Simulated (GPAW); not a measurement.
# Y L₃ ELNES/XANES of Y (P6_3/mmc) from DFT, part 2 of 3

Aim: the dependence of the Y L₃ near-edge features of Y (P6_3/mmc) on volume.

GPAW 26.7.0; X-ray absorption from dipole matrix elements to empty bands, plane-wave PAW revPBE.

So far. Step 2 (The field without a hole): The mesh shows no gap, so the system is treated as a metal and the core electron is put at the Fermi level (neutral cell).

## (4) Spectrum with XCH, Y atom 1

The holes are 6.3 Å apart. In GPAW the data set carries the hole's charge, so charge=0 means a charged cell and charge=-1 a neutral one. The excited electron is kept in the cell, where it fills the lowest empty states and screens the hole. After the field has converged, empty bands are computed with the density fixed and the dipole matrix elements are summed.

The absorber has 6 Y at 3.56 Å and 6 Y at 3.65 Å (anticuboctahedral, as in hcp, site symmetry -6m2).

Contents of xas.py:

```python
import numpy as np
from ase import Atoms
from ase.parallel import parprint, paropen
from gpaw import GPAW, PW, FermiDirac, Mixer, MixerDif, setup_paths
from gpaw.test import gen
setup_paths.insert(0, '.')
gen('Y', name='fch2p', xcname='revPBE', corehole=(2, 1, 1), write_xml=True)
from gpaw.mpi import world
world.barrier()

atoms = Atoms('Y6',
    cell=[[-5.4711, 3.15874106, 0],
     [-5.4711, -3.15874106, 0],
     [3.6474, 0, 5.7306]],
    scaled_positions=[[0.25, 0.91666667, 0.75],
     [0.58333333, 0.25, 0.75],
     [0.91666667, 0.58333333, 0.75],
     [0.41666667, 0.75, 0.25],
     [0.75, 0.08333333, 0.25],
     [0.08333333, 0.41666667, 0.25]],
    pbc=True)
atoms.calc = calc = GPAW(legacy_gpaw=True, mode=PW(430), xc='revPBE', setups={0: 'fch2p'},
    kpts={'size': (3, 3, 3), 'gamma': True}, occupations=FermiDirac(0.1),
    charge=-1, mixer=Mixer(0.1, 5, 50), maxiter=150,
    convergence={'density': 0.0001}, txt='scf.txt')
energy = atoms.get_potential_energy() + calc.get_reference_energy()
ef = calc.get_fermi_level()
out = dict(energy=energy, fermi=ef, forces=atoms.get_forces().tolist())
parprint(f'all-electron energy {energy:.4f} eV, Fermi level {ef:.4f} eV')
ev = np.array([[calc.get_eigenvalues(k, s) for k in range(len(calc.get_ibz_k_points()))] for s in range(calc.get_number_of_spins())])
out['homo'], out['lumo'], out['counts'] = ev[ev < ef].max(), ev[ev > ef].min(), sorted(set((ev < ef).sum((0, 2)).tolist()))
out['filled'] = (ev[:, 0] < ef).sum(1).tolist()

from ase.units import Ha
from gpaw.xas import dipole_matrix_elements
nb = int(calc.get_number_of_electrons() / 2) + 151
top, nb = nb, nb + 8 + nb // 12
nscf = calc.fixed_density(kpts={'size': (3, 3, 3), 'gamma': True}, nbands=nb,
    convergence={'bands': top, 'eigenstates': 1e-5}, maxiter=60, txt='nscf.txt')
cell = atoms.cell.array
ops = [cell.T @ U.T @ np.linalg.inv(cell.T) for U in nscf.wfs.kd.symmetry.op_scc]
E = np.arange(-6, 34, 0.1)
fwhm = np.interp(E, [4, 25], [1.5, 3.5])
Y, X, zero, highest = 0, 0, 1e9, 1e9
for spin in range(nscf.get_number_of_spins()):
    wfs = nscf.wfs
    A = dipole_matrix_elements(wfs.setups[0])
    eps = np.zeros((wfs.kd.nibzkpts, nb))
    d = np.zeros((3, A.shape[1], wfs.kd.nibzkpts, nb), complex)
    for kpt in wfs.kpt_u:
        if kpt.s == spin and 0 in kpt.P_ani:
            eps[kpt.k] = kpt.eps_n * Ha
            d[:, :, kpt.k] = (kpt.weight * wfs.nspins / 2) ** 0.5 * np.inner(A, kpt.P_ani[0])
    world.sum(eps)
    world.sum(d)
    T = np.einsum('amkn,bmkn->abkn', d, d.conj()).real
    T = sum(np.einsum('ai,ijkn,bj->abkn', R, T, R) for R in ops) / len(ops)
    empty = eps > ef
    zero, highest = min(zero, eps[empty].min()), min(highest, eps[:, top - 1].min())
    lines = [(eps, T, empty)] if spin == 0 else lines + [(eps, T, empty)]
for eps, T, empty in lines:
    f = np.einsum('aakn->akn', T).reshape(3, -1)
    x = eps.ravel() - zero
    w = np.interp(x, E, fwhm) / 2.35482
    g = np.exp(-0.5 * ((E[:, None] - x) / w) ** 2) / (w * (2 * np.pi) ** 0.5)
    Y = Y + (f * empty.ravel()) @ g.T
    X = X + (f * ~empty.ravel()) @ g.T
out.update(E=E.round(2).tolist(), xas=Y.tolist(), xes=X.tolist(), zero=zero, valid=highest - zero, nk=len(eps), nb=nb)
for i in range(0, len(E), 10):
    parprint(f'{E[i]:7.2f}', *(f'{v:10.3e}' for v in Y[:, i]))
import json
with paropen('out.json', 'w') as f:
    json.dump(out, f)
```

Launch:

```sh
$ OMP_NUM_THREADS=1 mpirun -n 2 gpaw python xas.py
```

Numbers of over 12 decimals in the logs are rounded to 6 here.

What it wrote:

```text
Input parameters:
  charge: -1
  convergence: {density: 0.0001}
  kpts: {gamma: True,
         size: (3, 3, 3)}
  maxiter: 150
  mixer: {backend: pulay,
          beta: 0.1,
          method: separate,
          nmaxold: 5,
          weight: 50}
  mode: {ecut: 430.0,
         name: pw}
  occupations: {fixmagmom: False,
                name: fermi-dirac,
                width: 0.1}
  setups: {0: fch2p}
  xc: revPBE

Initialize ...

[... PAW data sets ...]

Reference energy: -550472.936889  # eV

Spin-paired calculation

[... convergence settings ...]
Symmetries present (total): 1
  [... symmetry matrices ...]

27 k-points: 3 x 3 x 3 Monkhorst-Pack grid
14 k-points in the irreducible part of the Brillouin zone
       k-points in crystal coordinates                weights
   0:     0.00000000    0.00000000    0.00000000          1/27
   1:     0.00000000    0.00000000    0.33333333          2/27
   2:     0.00000000    0.33333333   -0.33333333          2/27
   3:     0.00000000    0.33333333    0.00000000          2/27
   4:     0.00000000    0.33333333    0.33333333          2/27
   5:     0.33333333   -0.33333333   -0.33333333          2/27
   6:     0.33333333   -0.33333333    0.00000000          2/27
   7:     0.33333333   -0.33333333    0.33333333          2/27
   8:     0.33333333    0.00000000   -0.33333333          2/27
   9:     0.33333333    0.00000000    0.00000000          2/27
          ...
  13:     0.33333333    0.33333333    0.33333333          2/27

Wave functions: Plane wave expansion
  Cutoff energy: 430.000 eV
  Number of coefficients (min, max): 4001, 4045
  Pulay-stress correction: 0.000000 eV/Ang^3 (de/decut=0.000000)
  Using FFTW library
  Wavefunction extrapolation:
    Improved wavefunction reuse through dual PAW basis

Occupation numbers: Fermi-Dirac:
  width: 0.1000  # eV

Eigensolver
   Davidson(niter=2)

Densities:
  Coarse grid: 32*32*35 grid
  Fine grid: 64*64*70 grid
  Total Charge: 0.000000

Density mixing:
  Method: separate
  Backend: pulay
  Linear mixing parameter: 0.1
  old densities: 5
  Width of damping distribution: 1.1
  Damping of long wavelength oscillations: 50

[... Hamiltonian set-up ...]
Number of atoms: 6
Number of atomic orbitals: 78
Number of bands in calculation: 45
Number of valence electrons: 67
Bands to converge: occupied

... initialized

Initializing position-dependent things.

Density initialized from atomic densities
Creating initial wave functions:
  45 bands from LCAO basis set

         Y        Y

            Y
              Y

        Y        Y

Atomic positions and initial magnetic moments

Positions:
   0 Y     -3.647400   -2.105827    4.297950    ( 0.0000,  0.0000,  0.0000)
   1 Y     -1.823700    1.052914    4.297950    ( 0.0000,  0.0000,  0.0000)
   2 Y     -5.471100    1.052914    4.297950    ( 0.0000,  0.0000,  0.0000)
   3 Y     -5.471100   -1.052914    1.432650    ( 0.0000,  0.0000,  0.0000)
   4 Y     -3.647400    2.105827    1.432650    ( 0.0000,  0.0000,  0.0000)
   5 Y     -1.823700   -1.052914    1.432650    ( 0.0000,  0.0000,  0.0000)

Unit cell:
           periodic     x           y           z      points  spacing
  1. axis:    yes   -5.471100    3.158741    0.000000    32     0.1629
  2. axis:    yes   -5.471100   -3.158741    0.000000    32     0.1629
  3. axis:    yes    3.647400    0.000000    5.730600    35     0.1637

  Lengths:   6.317482   6.317482   6.792886
  Angles:  117.710689 117.710689  60.000000

Effective grid spacing dv^(1/3) = 0.1768

iter:   1   -47.084845
iter:   2   -37.848609   -0.51  -0.82
iter:   3   -37.487587   -1.42  -1.33
iter:   4   -36.914938   -1.32  -1.41
iter:   5   -36.839597   -1.78  -1.60
iter:   6   -37.087917   -2.23  -1.85
iter:   7   -36.901572   -1.88  -1.63
iter:   8   -36.896660   -2.36  -2.23
iter:   9   -36.893681c  -3.55  -2.56
iter:  10   -36.893223c  -4.14  -2.81
iter:  11   -36.893125c  -4.56  -2.92
iter:  12   -36.893103c  -4.48  -3.00
iter:  13   -36.893060c  -5.27  -3.17
iter:  14   -36.892957c  -5.17  -3.33
iter:  15   -36.892988c  -6.18  -3.69
iter:  16   -36.892989c  -6.39  -3.79
iter:  17   -36.892985c  -6.93  -4.16c
iter:  18   -36.892993c  -7.22  -4.27c
iter:  19   -36.892996c  -7.79c -4.51c

Converged after 19 iterations.

Dipole moment: (-0.479361, 0.057895, -0.237428) |e|*Ang

Energy contributions relative to reference atoms: (reference = -550472.936889)

Kinetic:         +7.292184
Potential:       -5.896383
External:        +0.000000
XC:             -36.911863
Entropy (-ST):   -0.328234
Local:           -1.212817
SIC:             +0.000000
--------------------------
Free energy:    -37.057113
Extrapolated:   -36.892996

Showing only first 2 kpts
 Kpt  Band  Eigenvalues  Occupancy
  0    31      5.85488    1.97856
  0    32      5.93523    1.95274
  0    33      5.93523    1.95274
  0    34      6.72203    0.03114

  1    31      5.80887    1.98641
  1    32      5.86168    1.97707
  1    33      5.90248    1.96571
[...]
Fermi level: 6.30736

No gap
No difference between direct/indirect transitions

Forces in eV/Ang:
  0 Y    -0.00000    0.00001    0.00000
  1 Y    -0.00000    0.00001    0.07034
  2 Y     0.00000    0.00001   -0.07034
  3 Y     0.00000   -0.18546    0.00000
  4 Y     0.16061    0.09272    0.00001
  5 Y    -0.16061    0.09272   -0.00001
Scalar-relativistic atomic revPBE calculation for Y (Yttrium, Z=39)
Core hole in 2p state (2p occupation: 5.0)
750 radial gridpoints.
|------------------------------------------------|
|------------------------------------------------|
[... the atom generator's iteration count ...]

Energy contributions:
-------------------------
Kinetic:    +3395.321060
XC:          -105.605683
Potential:  -6596.807411
-------------------------
Total:      -3307.092034

state      eigenvalue         ekin         rmax
-----------------------------------------------
1s^2.0 :  -624.998934   787.969071        0.025
2s^2.0 :   -88.212580   160.155504        0.140
2p^5.0 :   -79.296257   154.787314        0.112
3s^2.0 :   -14.864691    41.711507        0.415
3p^6.0 :   -11.865786    38.675857        0.407
3d^10.0:    -6.892569    34.280260        0.348
4s^2.0 :    -2.317064     8.834606        1.092
4p^6.0 :    -1.535088     7.132828        1.185
4d^1.0 :    -0.457380     3.603288        1.518
5s^2.0 :    -0.399013     1.392559        2.969
5p^0.0 :    -0.257162     0.946157        3.552
-----------------------------------------------
(units: Bohr and Hartree)

Generating PAW setup
Kinetic energy of the core from tauc = 3384.857514
Cutoffs:
rc(s)=2.510
rc(p)=2.490
rc(d)=2.430
rc(vbar)=2.450
rc(comp)=2.410
rc(nct)=2.510

Kinetic energy of the core states: 3328.466476
Charge: 1.0
Core electrons: 27.0
Valence electrons: 11.0
Pseudo-core charge: 0.001441
Shape function alpha=1.722
Pseudo-electron charge 6.511499
state    eigenvalue         norm
--------------------------------
4s(2) :    -2.317064     0.580462
5s(2) :    -0.399013     0.964634
4p(6) :    -1.535088     0.448967
5p(0) :    -0.257162     0.959843
4d(1) :    -0.457380     0.726065
*d    :     0.542620
--------------------------------

Diagonalizing with gridspacing h=0.050

state   all-electron     PAW
-------------------------------
4s:      -2.317064    -2.317526
4p:      -1.535088    -1.535760
4d:      -0.457380    -0.457903
*f:                   -0.040475
-------------------------------
all-electron energy -550509.8299 eV, Fermi level 6.3074 eV
[...]
31.00  1.110e-05  1.110e-05  1.019e-05
  32.00  1.071e-05  1.071e-05  1.001e-05
  33.00  1.043e-05  1.043e-05  1.046e-05
```

The job ended after 2.6 min (2 MPI ranks of Arm Neoverse V2, shared host; peak memory 0.44 GiB).

The Y L₃ spectrum, Y atom 1, excited-electron core hole (neutral cell) (energy from the lowest empty level; intensity scaled to a mean of 1 over the first 20 eV; polarised curves are means over the symmetry-equivalent atoms):

```
E (eV)  isotropic  ε ⊥ c  ε ∥ c
  -2.0       0.00   0.00   0.00
  -1.4       0.03   0.03   0.03
  -0.8       0.20   0.19   0.21
  -0.2       0.76   0.72   0.86
   0.4       1.75   1.64   1.97
   1.0       2.56   2.49   2.71
   1.6       2.56   2.63   2.42
   2.2       2.02   2.13   1.81
   2.8       1.82   1.86   1.75
   3.4       2.13   2.09   2.22
   4.0       2.37   2.33   2.46
   4.6       2.05   2.04   2.06
   5.2       1.34   1.34   1.34
   5.8       0.75   0.74   0.75
   6.4       0.50   0.50   0.50
   7.0       0.55   0.55   0.54
   7.6       0.65   0.65   0.65
   8.2       0.65   0.64   0.68
   8.8       0.63   0.63   0.65
   9.4       0.68   0.70   0.66
  10.0       0.76   0.78   0.71
  10.6       0.76   0.78   0.74
  11.2       0.70   0.69   0.71
  11.8       0.60   0.58   0.64
  12.4       0.51   0.49   0.55
  13.0       0.45   0.44   0.46
  13.6       0.41   0.41   0.41
  14.2       0.41   0.41   0.41
  14.8       0.46   0.46   0.45
  15.4       0.54   0.54   0.54
  16.0       0.63   0.63   0.62
  16.6       0.68   0.68   0.67
  17.2       0.68   0.69   0.66
  17.8       0.64   0.66   0.62
  18.4       0.61   0.62   0.59
  19.0       0.59   0.60   0.59
  19.6       0.59   0.58   0.60
  20.2       0.58   0.57   0.62
  20.8       0.58   0.56   0.61
  21.4       0.57   0.55   0.60
  22.0       0.55   0.55   0.57
  22.6       0.53   0.53   0.54
  23.2       0.50   0.50   0.50
  23.8       0.47   0.48   0.46
  24.4       0.44   0.45   0.42
  25.0       0.43   0.44   0.40
  25.6       0.43   0.45   0.41
  26.2       0.45   0.46   0.43
  26.8       0.47   0.47   0.47
  27.4       0.49   0.49   0.51
  28.0       0.51   0.50   0.53
  28.6       0.52   0.51   0.54
  29.2       0.52   0.52   0.54
  29.8       0.52   0.53   0.52
  30.4       0.52   0.53   0.50
  31.0       0.51   0.53   0.49
  31.6       0.50   0.52   0.48
```

Main maxima below 30 eV (height): 1.2 eV (2.66), 4.0 eV (2.37), 10.4 eV (0.77) and 16.8 eV (0.68). At an L edge the dipole rule selects empty d (and weakly s) states on the absorber, and the strong line at the onset measures the empty part of its d band.

The energy difference (zero at 2096 eV) isn't read as a photon energy: for so heavy an absorber the terms left out (core spin–orbit splitting, the hole's spin, the functional's error) amount to tens of eV or more.

## (5) Reference energy of the supercell

The cell changes for the next run, so it gets a reference energy of its own.

The cell differs from the one that the last finished run ended in (a 6.317 → 6.189 Å, b 6.317 → 6.189 Å, c 6.793 → 6.654 Å).

Contents of scf.py:

```python
import numpy as np
from ase import Atoms
from ase.parallel import parprint, paropen
from gpaw import GPAW, PW, FermiDirac, Mixer, MixerDif, setup_paths
from gpaw.test import gen
setup_paths.insert(0, '.')
gen('Y', name='nch2p', xcname='revPBE', corehole=(2, 1, 0), write_xml=True)
from gpaw.mpi import world
world.barrier()

atoms = Atoms('Y6',
    cell=[[-5.35941356, 3.09425886, 0],
     [-5.35941356, -3.09425886, 0],
     [3.57294237, 0, 5.61361615]],
    scaled_positions=[[0.25, 0.91666667, 0.75],
     [0.58333333, 0.25, 0.75],
     [0.91666667, 0.58333333, 0.75],
     [0.41666667, 0.75, 0.25],
     [0.75, 0.08333333, 0.25],
     [0.08333333, 0.41666667, 0.25]],
    pbc=True)
atoms.calc = calc = GPAW(legacy_gpaw=True, mode=PW(430), xc='revPBE', setups={0: 'nch2p'},
    kpts={'size': (3, 3, 3), 'gamma': True}, occupations=FermiDirac(0.1),
    charge=0, mixer=Mixer(0.1, 5, 50), maxiter=150,
    convergence={'density': 0.0001}, txt='scf.txt')
energy = atoms.get_potential_energy() + calc.get_reference_energy()
ef = calc.get_fermi_level()
out = dict(energy=energy, fermi=ef, forces=atoms.get_forces().tolist())
parprint(f'all-electron energy {energy:.4f} eV, Fermi level {ef:.4f} eV')
ev = np.array([[calc.get_eigenvalues(k, s) for k in range(len(calc.get_ibz_k_points()))] for s in range(calc.get_number_of_spins())])
out['homo'], out['lumo'], out['counts'] = ev[ev < ef].max(), ev[ev > ef].min(), sorted(set((ev < ef).sum((0, 2)).tolist()))
out['filled'] = (ev[:, 0] < ef).sum(1).tolist()
import json
with paropen('out.json', 'w') as f:
    json.dump(out, f)
```

Launch:

```sh
$ OMP_NUM_THREADS=1 mpirun -n 2 gpaw python scf.py
```

What it wrote:

```text
Input parameters:
  convergence: {density: 0.0001}
  kpts: {gamma: True,
         size: (3, 3, 3)}
  maxiter: 150
  mixer: {backend: pulay,
          beta: 0.1,
          method: separate,
          nmaxold: 5,
          weight: 50}
  mode: {ecut: 430.0,
         name: pw}
  occupations: {fixmagmom: False,
                name: fermi-dirac,
                width: 0.1}
  setups: {0: nch2p}
  xc: revPBE

Initialize ...

[...]
5s(2) :    -0.149326     0.973503
4p(6) :    -1.026412     0.547630
5p(0) :    -0.052647     0.978309
4d(1) :    -0.091308     0.863629
*d    :     0.908692
--------------------------------

Diagonalizing with gridspacing h=0.050

state   all-electron     PAW
-------------------------------
4s:      -1.763233    -1.763694
4p:      -1.026412    -1.027084
4d:      -0.091308    -0.091646
*f:                    0.055160
-------------------------------
all-electron energy -552605.3385 eV, Fermi level 6.9514 eV
[key lines of the parts left out:]
Converged after 13 iterations.
Dipole moment: (-0.000000, -0.000001, -0.000000) |e|*Ang
Free energy:    -26.637635
Fermi level: 6.95142
```

Run time: 23 s. Hardware: 2 MPI ranks; peak memory 0.26 GiB; 45 s of CPU time.

Reference energy: -552605.338 eV with the cores included.

## (6) Spectrum with XCH, Y atom 1

Shorter bonds are expected to push antibonding states and scattering resonances up, and longer ones down; the cell is scaled to test that.

Changed against the first core-hole run: volume scale from 1 to 0.94.

xas.py, as its differences from that of step 4:

```diff
@@ -11,5 +11,5 @@
 atoms = Atoms('Y6',
-    cell=[[-5.4711, 3.15874106, 0],
-     [-5.4711, -3.15874106, 0],
-     [3.6474, 0, 5.7306]],
+    cell=[[-5.35941356, 3.09425886, 0],
+     [-5.35941356, -3.09425886, 0],
+     [3.57294237, 0, 5.61361615]],
     scaled_positions=[[0.25, 0.91666667, 0.75],
@@ -35,5 +35,5 @@
 from gpaw.xas import dipole_matrix_elements
-nb = int(calc.get_number_of_electrons() / 2) + 151
+nb = int(calc.get_number_of_electrons() / 2) + 144
 top, nb = nb, nb + 8 + nb // 12
-nscf = calc.fixed_density(kpts={'size': (3, 3, 3), 'gamma': True}, nbands=nb,
+nscf = calc.fixed_density(kpts={'size': (4, 4, 4), 'gamma': True}, nbands=nb,
     convergence={'bands': top, 'eigenstates': 1e-5}, maxiter=60, txt='nscf.txt')
```

Launch:

```sh
$ OMP_NUM_THREADS=1 mpirun -n 2 gpaw python xas.py
```

What it wrote:

```text
Input parameters:
  charge: -1
  convergence: {density: 0.0001}
  kpts: {gamma: True,
         size: (3, 3, 3)}
  maxiter: 150
  mixer: {backend: pulay,
          beta: 0.1,
          method: separate,
          nmaxold: 5,
          weight: 50}
  mode: {ecut: 430.0,
         name: pw}
  occupations: {fixmagmom: False,
                name: fermi-dirac,
                width: 0.1}
  setups: {0: fch2p}
  xc: revPBE

[...]
*d    :     0.542620
--------------------------------

Diagonalizing with gridspacing h=0.050

state   all-electron     PAW
-------------------------------
4s:      -2.317064    -2.317526
4p:      -1.535088    -1.535760
4d:      -0.457380    -0.457903
*f:                   -0.040475
-------------------------------
all-electron energy -550509.8751 eV, Fermi level 6.8371 eV
[...]
32.00  1.096e-05  1.096e-05  1.049e-05
  33.00  1.082e-05  1.082e-05  1.004e-05
[key lines of the parts left out:]
Converged after 17 iterations.
Dipole moment: (-0.452840, 0.048348, -0.221152) |e|*Ang
Free energy:    -37.092528
Fermi level: 6.83710
```

It took 5.1 min on 2 MPI ranks; peak memory 0.58 GiB; 10 min of CPU time.

```
E (eV)  first run  this run
  -2.0       0.00      0.00
  -1.0       0.11      0.09
   0.0       1.06      0.92
   1.0       2.56      2.34
   2.0       2.20      2.19
   3.0       1.89      1.67
   4.0       2.37      2.22
   5.0       1.59      1.93
   6.0       0.62      0.90
   7.0       0.55      0.49
   8.0       0.66      0.60
   9.0       0.64      0.68
  10.0       0.76      0.74
  11.0       0.73      0.78
  12.0       0.57      0.68
  13.0       0.45      0.53
  14.0       0.40      0.43
  15.0       0.48      0.43
  16.0       0.63      0.52
  17.0       0.68      0.63
  18.0       0.63      0.67
  19.0       0.59      0.64
  20.0       0.59      0.59
  21.0       0.57      0.56
  22.0       0.55      0.56
  23.0       0.51      0.55
  24.0       0.46      0.51
  25.0       0.43      0.46
  26.0       0.44      0.44
  27.0       0.48      0.44
  28.0       0.51      0.47
  29.0       0.52      0.50
  30.0       0.52      0.52
  31.0       0.51      0.52
  32.0       0.50      0.52
```

This run also has another mesh (4×4×4 against 3×3×3), so the 11 % r.m.s. difference can't be laid on the changed setting alone. The highest intensity below 24 eV goes from 1.2 eV (2.66) to 1.4 eV (2.52).

The photon energy of the zero moves by -0.20 eV.

(Part 2 of 3 ends here.)

[Banner, clock and machine lines of the logs are left out without a mark of their own.]

[Logs are printed without paths, hosts, clocks, repeated set-up lines and the standing remarks that a program may print on its own settings, such as how far it seeks lower states.]

[Hosts, paths, dates, database ids (printed as entryN), source tags and the programs' standing remarks are cut or masked in the printed files.]

[Lists of maxima count a maximum above −3 eV only where it reaches 4 % of the highest in the window and stands out from its surroundings by 2 % of it (1.5 % where it reaches 55 %); shoulders and weaker maxima are passed over, and of the rest the first, up to two pre-edge ones and the few strongest are named.]
